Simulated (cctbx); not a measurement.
**Which space group?**

Cell: a = 14.4030 Å, b = 4.2240 Å, c = 7.3050 Å, α = 90.00°, β = 120.45°, γ = 90.00°. Expected content of the cell: Te8 Rh2 Al6.

The data are simulated with cctbx, not measured: Mo Kα, λ = 0.71073 Å, to d = 0.8 Å, 70 % of the full sphere, strongest reflection 70000 counts, noise from counting, a 6 % proportional error and a noise floor of 15 counts (s.d.); no absorption.

Tests on the unmerged data give:

```text
2160 reflections to d = 0.801 A
centring   violations  <I/sigma> of those
    A        443 of  1089      4.6
    B        443 of  1069      4.7
    C          0 of  1062     -0.0
    I        482 of  1082      5.9
    R        652 of  1439      6.0
    F        443 of  1610      3.1
Laue class    unique    Rint  (classes that these axes allow; Friedel mates merged)
C 1 2/m 1         428   0.039
space group    extra absences  I>4sigma  <I/sigma>
C 1 2 1                 0          0         -  acentric
C 1 m 1                 0          0         -  acentric
C 1 2/m 1               0          0         -  centric
Wilson B = 0.51 A^2   <|E^2-1|> = 1.128 (0.968 centric, 0.736 acentric)   E^2>4: 3.6 %
shell (A)         n   <I/sigma>
 6.30 - 1.60     56     19.6
 1.60 - 1.27     52     18.4
 1.27 - 1.11     62     17.5
 1.11 - 1.01     54     13.5
 1.01 - 0.94     47     18.8
 0.94 - 0.88     58     16.9
 0.88 - 0.84     37     16.0
 0.84 - 0.80     62     14.1
```

Q: Read the symmetry from these tables.

The reflections that C centring forbids are absent (⟨I/σ⟩ near 0), so the lattice is C.

Only C 1 2/m 1 fits these axes (Rint 0.039); a search for a hidden higher lattice was not made.

3 settings pass the absence test. No glide or screw absences show, which leaves C 1 2 1, C 1 m 1 and C 1 2/m 1.

⟨|E²−1|⟩ = 1.128 is above even the centric ideal, a mark of pseudo-translation (a class of systematically weak reflections). The Wilson B of 0.51 Å² means U ≈ 0.0065 Å².

The true group is C2/m (no. 12), Laue class 2/m, centrosymmetric. The tables only narrow the choice to the tied entries; cell content, site symmetry and trial solutions must settle it.

The model is made up (kin elements in a known structure type, no relaxation), so it says nothing on whether the phase exists.

[Logs are printed without paths, hosts, clocks, repeated set-up lines and the standing remarks that a program may print on its own settings, such as how far it seeks lower states.]
